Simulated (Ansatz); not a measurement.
# A hypothetical structure for Cs4SrV2, part 2 of 2

This structure for Cs4SrV2 is made up. Its elements were placed in a known structure type with a cell scaled to their sizes. What cell does the guess relax to, and how far off was it?

Ansatz 0.2.0; DFT, PBEsol, plane-wave PAW, files of the set soft_1, scalar-relativistic, ferromagnetic start, cell and ions relaxed at zero pressure; PAW set soft_1 (the session's first sound run).

So far: Starting point; Relaxing cell and atoms. The relaxed cell has a = 5.424, c = 59.434 Å (conventional setting).

In doubt: warnings of the run leave room for a lower electronic state, so energies may not be the lowest and differences between runs may mislead.

## (3) Electronic structure of the relaxed cell

With the geometry fixed, one more self-consistent run, with a narrower smearing and the mesh shown in its input, gives the bands, and its pressure, and its forces where symmetry allows any, show how far the geometry depends on these settings.

This step: DFT, PBEsol, plane-wave PAW, files of the set soft_1, scalar-relativistic, ferromagnetic start, bands and density of states at the relaxed cell; PAW set soft_1 (Ansatz 0.2.0).

Input file input.yaml:

```yaml
crystal:
  lattice:
    - [2.7121900393, 1.565883649, 19.811302105]
    - [-2.7121900393, 1.565883649, 19.811302105]
    - [0.0, -3.1317672989, 19.8113021049]
  atoms:
    - { symbol: Cs, position: [0.6102884448, 0.6102884448, 0.6102884448] }
    - { symbol: Cs, position: [0.3897115552, 0.3897115552, 0.3897115552] }
    - { symbol: Cs, position: [0.8695456075, 0.8695456075, 0.8695456075] }
    - { symbol: Cs, position: [0.1304543925, 0.1304543925, 0.1304543925] }
    - { symbol: Sr, position: [0.0, 0.0, 0.0] }
    - { symbol: V, position: [0.670068398, 0.670068398, 0.670068398], spin: 3.1 }
    - { symbol: V, position: [0.329931602, 0.329931602, 0.329931602], spin: 3.1 }
magnetization:
  spin_polarized: true
kpoints:
  mp_grid: { grid: [8, 8, 8] }
  band_path:
    path:
      - [[0.0, 0.0, 0.0], [0.5, 0.0, 0.0], [0.5, 0.17083154, -0.17083154]]
      - [[0.82916846, 0.5, 0.17083154], [0.5, 0.5, 0.5], [0.0, 0.0, 0.0], [0.33541577, 0.0, -0.33541577]]
      - [[0.66458423, 0.33541577, 0.0], [0.5, 0.5, 0.0], [0.66458423, 0.66458423, 0.17083154], [0.5, 0.5, 0.5]]
      - [[0.5, 0.0, 0.0], [0.82916846, 0.33541577, 0.33541577]]
    npoints: 8
scf:
  occupations: { method: fermi_dirac, width: 0.03 }
  n_extra_bands: 15
hamiltonian:
  xc: pbesol
  pseudopotentials: { kind: paw, azcp: { folder: soft_1 }, xc_functional: pbe }
output:
  forces: true
  stress: true
  write_bands: true
  dos: { projected: true }
  write_density: true
  write_potential: true
  elf: true
  volumetric_format: npy
```

Run with:

```console
ansatz run input.yaml --threads 4 --pin off --max-ram 10240MiB --backend cpu --events-out ev --progress --plain --runs-dir out
```

Numbers of over 12 decimals in the logs are rounded to 6 here.

The program printed:

```text
Warning: where an SCF of this run starts from atoms to list the orders of its open shells, V (sites 5, 6, from 0) starts with 3.00 μB on its 3d shell, in the place of the 3.10 μB that the deck gives it: its open shells can hold no more by Hund's first rule. To start from spheres of the given moment, type scf.initial_density.shell_occupations: []
[...]
Crystal: 7 atoms, lattice volume = 504.829 Å³
Basis set: ecut = 420 eV, 9823 PW (Γ), FFT grids on a1−a2, a2, −a2+a3, exchange–correlation on 80×270×80 points (8 copies of the dense FFT grid, shifted against one another)
Bands: 51, of which v1, the nominal top of the filled ones, is band 36 counted from 1 (35 counted from 0)
Symmetry: 12 space group operations
[...]
k-points: 65 of 512
[...]
Starting moments: Σ|m| = 6.2 μB on 2 of 7 sites
[...]
SCF iter   1: F=—  HF=-31601.635918 eV  |F-HF|=—  |Δ(HF+E_count)|=         —  Δρ=2.14e-2 (↑2.14e-2 ↓1.25e-2)  dr2=1.81e1  dr2_m=1.06e0  M=4.684 μB ∫|m|=5.002 μB  β_m=0.30  ethr=3.10e-3  ⟨swp⟩=14.7  Hψ=38328  notcnv=0
[...]
SCF iter  16: F=-31600.632108 eV  HF=-31600.632108 eV  |F-HF|=1.99e-8  |Δ(HF+E_count)|=   1.52e-8  Δρ=1.05e-6 (↑1.05e-6 ↓2.41e-7)  dr2=2.47e-8  dr2_m=1.24e-9  M=7.492 μB ∫|m|=8.415 μB  ethr=5.15e-11  ⟨swp⟩=19.6  Hψ=52166  notcnv=0
SCF 1 converged in 16 iterations: F = -31600.632108 eV  dr2 = 2.47e-8
[...]
NSCF: frozen V_eff on 76 k-points
SCF converged after 16 iterations
Magnetization: 7.4924 μB (39.7462 up, 32.2538 down)
Absolute magnetization: 8.4129 μB (∫|ρ↑−ρ↓|, with the PAW one-centre terms)
[...]
Per-site moments (μB) at R_I (Å): [(0.029190, 1.465594), (0.029190, 1.465594), (-0.058115, 2.195820), (-0.058115, 2.195820), (0.150235, 1.294543), (3.056074, 1.294543), (3.056074, 1.294543)]
Free energy (F): -31600.632108 eV
[...]
Internal energy: -31600.593482 eV  (E = F + TS)
E sigma→0 (E₀):  -31600.612795 eV
Entropy (-TS):   -0.038626 eV (-5.518 meV/atom)
Fermi energy:    3.435190 eV
[...]
--- Forces (eV/Å), atoms counted from 1 ---
  atom   1  Cs     0.00000000    -0.00000000     0.00506957
  atom   2  Cs     0.00000000     0.00000000    -0.00506957
  atom   3  Cs     0.00000000    -0.00000000     0.00137140
  atom   4  Cs     0.00000000     0.00000000    -0.00137140
  atom   5  Sr     0.00000000     0.00000000     0.00000000
  atom   6  V      0.00000000     0.00000000    -0.03610533
  atom   7  V      0.00000000    -0.00000000     0.03610533
  max |Σ_I F_I| component: 6.94e-18 eV/Å
--- Stress (GPa, compression-positive) ---
       -0.010403       0.000000       0.000000
        0.000000      -0.010403      -0.000000
        0.000000      -0.000000       0.028478
  P = ⅓ Tr σ = 0.0026 GPa (0.026 kbar)
--- Band table (eV; the first three rows and the last of 130) ---
  k-point 0 ↑: bands = [... 32 lower, 2.2924, 2.3507, 2.4384, 2.4384, 2.9088, 2.9088, 2.9154, 3.0324, ... 11 higher]
  k-point 1 ↑: bands = [... 32 lower, 2.2070, 2.4083, 2.4877, 2.4942, 2.7806, 2.8851, 2.9323, 3.0747, ... 11 higher]
  k-point 2 ↑: bands = [... 32 lower, 2.3626, 2.4277, 2.4903, 2.5464, 2.6729, 2.9136, 2.9596, 3.2451, ... 11 higher]
  k-point 64 ↓: bands = [... 32 lower, 3.3380, 4.0216, 4.0216, 4.3294, 4.6195, 4.6195, 4.7530, 4.9498, ... 11 higher]
```

It took 79 s on 4 threads of INTEL XEON PLATINUM 8581C at 2.10GHz (Emerald Rapids), shared host; peak memory 2.6 GiB; 5 min of CPU time.

Numbers from this step:

* free energy: -31600.6321 eV
* energy at zero smearing: -31600.6128 eV
* smearing term TS: 0.03863 eV
* Fermi energy: 3.435 eV
* magnetization: 7.492 μB
* absolute magnetization: 8.413 μB
* site moments: 0.02919, 0.02919, -0.05811, -0.05811, 0.1502, 3.056, 3.056 μB
* pressure: 0.002557 GPa

bands.tsv at the labelled points (eV, zero at the Fermi level; the bands that come nearest the Fermi level along the path):

```
point  band_37_up  band_38_up  band_39_up  band_40_up  band_41_up  band_31_dn  band_32_dn  band_33_dn
    Γ       -0.53       -0.52       -0.40       -0.21       -0.21       -0.45       -0.31        0.59
    L       -0.44        0.00        0.13        0.29        0.43       -0.08        0.16        0.16
   B1       -0.02       -0.01        0.08        0.41        0.71        0.35        0.37        0.56
    B       -0.02       -0.01        0.08        0.41        0.71        0.35        0.37        0.56
    Z       -0.53       -0.53       -0.46       -0.21       -0.21       -0.79       -0.10        0.59
    Γ       -0.53       -0.52       -0.40       -0.21       -0.21       -0.45       -0.31        0.59
    X       -0.02       -0.01        0.08        0.41        0.72        0.36        0.37        0.57
    Q       -0.02       -0.01        0.08        0.41        0.72        0.36        0.37        0.57
    F       -0.44        0.00        0.13        0.29        0.43       -0.01        0.03        0.20
   P1       -0.44        0.00        0.13        0.29        0.43       -0.03        0.04        0.21
    Z       -0.53       -0.53       -0.46       -0.21       -0.21       -0.79       -0.10        0.59
    L       -0.44        0.00        0.13        0.29        0.43       -0.08        0.16        0.16
    P       -0.44        0.00        0.13        0.29        0.43       -0.03        0.04        0.21
```

Site moment by atom:

```csv
atom,site moment (μB)
Cs1,0.03
Cs2,0.03
Cs3,-0.06
Cs4,-0.06
Sr5,0.15
V6,3.06
V7,3.06
```

Spin density in the ac plane of the cell as run, not the conventional one, at fractional y = 0.000, with atoms of Sr within 0.2 Å of it.

Values in e/Å³, 13 rows by 16 columns, each cell a mean:
```
 0.012  0.015  0.002 -0.001 -0.003 -0.003 -0.002 -0.001  0.000 -0.001 -0.002 -0.002 -0.001 -0.001 -0.001 -0.003
-0.001  0.010  0.015  0.007  0.002 -0.001 -0.002 -0.002 -0.002 -0.001 -0.001 -0.001 -0.002 -0.001 -0.001 -0.001
-0.003 -0.001  0.005  0.010  0.011  0.009  0.003 -0.001 -0.002 -0.002 -0.001 -0.001 -0.001 -0.002 -0.001 -0.001
-0.003 -0.003 -0.001  0.004  0.013  0.020  0.020  0.010  0.002 -0.001 -0.002 -0.001 -0.001 -0.001 -0.002 -0.002
-0.001 -0.002 -0.003 -0.002  0.002  0.013  0.028  0.035  0.023  0.007  0.000 -0.001 -0.002 -0.001 -0.001 -0.001
 0.000 -0.001 -0.001 -0.002 -0.002  0.000  0.009  0.027  0.046  0.039  0.017  0.003 -0.001 -0.002 -0.002 -0.001
-0.002 -0.001 -0.001 -0.001 -0.002 -0.002 -0.001  0.004  0.019  0.044  0.051  0.029  0.008  0.000 -0.002 -0.002
-0.001 -0.002 -0.002 -0.001 -0.001 -0.001 -0.002 -0.001  0.001  0.009  0.029  0.046  0.036  0.015  0.003 -0.001
-0.001 -0.001 -0.001 -0.002 -0.001 -0.001 -0.001 -0.001 -0.002 -0.001  0.003  0.015  0.030  0.032  0.018  0.005
-0.002 -0.001 -0.001 -0.001 -0.002 -0.002 -0.001 -0.001 -0.001 -0.002 -0.002  0.000  0.005  0.016  0.020  0.015
-0.003 -0.003 -0.002 -0.001 -0.001 -0.001 -0.002 -0.001 -0.001 -0.001 -0.002 -0.002 -0.002  0.000  0.006  0.010
-0.002 -0.003 -0.003 -0.002 -0.001 -0.001 -0.001 -0.002 -0.002 -0.001  0.000 -0.001 -0.002 -0.003 -0.002  0.000
 0.005 -0.002 -0.003 -0.003 -0.003 -0.002 -0.001  0.000 -0.001 -0.002 -0.001  0.000 -0.001 -0.002 -0.003 -0.003
```
Columns run along a (16.0 Å, from fractional 0.00 to 0.80 of the cell), rows up along c (20.1 Å). Atoms in or near the plane, at fractional coordinates: Sr at (0.00, 0.00).

ELF of down spins in the ac plane of the cell as run, not the conventional one, at fractional y = 0.000, with atoms of Sr within 0.2 Å of it. It is the smooth field of the valence electrons, not physical close to the nuclei.

Ten even steps from '0' (0.04) to '9' (0.88), each cell a mean:
```
53586201222122331002467752001100368997520123
47767862011111112321001343210011014799997410
10258998510111000112210001110000110148999985
22101368974101100000012210000000012101479999
22221001355410011000000012210000001232113799
32111111000121101110000000112211000113321026
13321000011101111222100000000122221111233310
10122100000011222344432000000000233322122233
73101221000000123456665421000000001233211111
87520012210000000235677765310000000012332100
24543100122100000001356776653100000000122210
00012110001221000000012456666542000000000222
01100000000022210000000024566666431000000002
31001100000001232100000000135667765310000000
87531011110000123321000000001346677654210000
79998520122211112233310000000002456655432100
15899997410133322222233210000000023443322111
10158999985201343211111222100000000122211110
33101489999973112331100001222100000001110012
23332014799999741022210000001221100000011002
22233321036999998410121000000001221100000110
12322334310258999985101100001110001222100011
41123223343201368999841011001245421012322111
58510122223332101478987310010025787521012332
```
Columns run along a (16.0 Å, from fractional 0.00 to 0.80 of the cell), rows up along c (20.1 Å). Atoms in or near the plane, at fractional coordinates: Sr at (0.00, 0.00).

ELF in the ac plane of the cell as run, not the conventional one, at fractional y = 0.000, with atoms of Sr within 0.2 Å of it. It is the smooth field of the valence electrons, not physical close to the nuclei.

Ten even steps from '0' (0.04) to '9' (0.88), each cell a mean:
```
53585100111011211002467752000001379998520012
47767861001100001110002344210000014799997410
00258898510011000001110001110000110148999986
11000368873101110000001110000000011101489999
10111001345410121100000011110000000121014799
21000011101111112321000000011211000112321036
11110000111111112333210000000012221111233210
10111000000123333344543100000000123322222222
73100110000000234455555431000000001233221111
87520001100000001345555555320000000002222100
34553100111000000012455555554210000000012210
00112210001110000000013455555543100000000121
00000000000012100000000134555555432000000001
31000000000001221000000001244555555421000000
88631001110000123321000000002345555554310000
79998520012211112233210000000013455555443210
15899997410123222222332100000000134544332222
10158999986201233211112222100000001233211111
22101489999973102221000001111000000012221112
11221014799999841012100000001111000000011101
11112210036999998510111000000001111000000110
01111122210258999985100100011210001111000011
30001111122101369999841000001345421001111000
57510011111221002478987310000025787531011211
```
Columns run along a (16.0 Å, from fractional 0.00 to 0.80 of the cell), rows up along c (20.1 Å). Atoms in or near the plane, at fractional coordinates: Sr at (0.00, 0.00).

## (4) Results

| Quantity | Value |
| --- | --- |
| space group, relaxed | R-3m |
| conventional cell | a = 5.424, b = 5.424, c = 59.434 Å; α = 90.0°, β = 90.0°, γ = 120.0° |
| volume per atom | 72.12 Å³ (guess 56.35) |
| total moment | 7.79 μB in the cell of 7 atoms |

**Reading.** Cs4SrV2 relaxes to R-3m with a = 5.424, b = 5.424 and c = 59.434 Å. The guessed volume was 22 % too small. The space group R-3m was held in the relaxation, so the end point is a stationary structure within it and may be a saddle against distortions or other arrangements. The input starts from parallel moments, and no other start was typed. The electronic state may lie above the lowest one. Bands cross the Fermi level, so it is a metal or semimetal at this level. On the 8×8×8 mesh with the narrower smearing (relaxed on 5×5×5) the largest force component is 0.036 eV/Å and the largest stress component is 0.028 GPa, against the relaxation's thresholds of 0.015 eV/Å and 0.05 GPa. The cutoff wasn't tested. A vector of the cell changed its length by 71 %, so the starting arrangement is largely lost and the mesh was laid for another shape. Spin-orbit coupling is left out, which can matter for elements this heavy. No dispersion term is used, so weakly bound directions may come out too long. The program estimates, without running it, that another magnetic order lies lower than the one relaxed here. Nothing here tests whether the compound is stable against decomposition.

[Logs are printed without paths, hosts, clocks, repeated set-up lines and the standing remarks that a program may print on its own settings, such as how far it seeks lower states.]

[Hosts, paths, dates, database ids (printed as entryN), source tags and the programs' standing remarks are cut or masked in the printed files.]
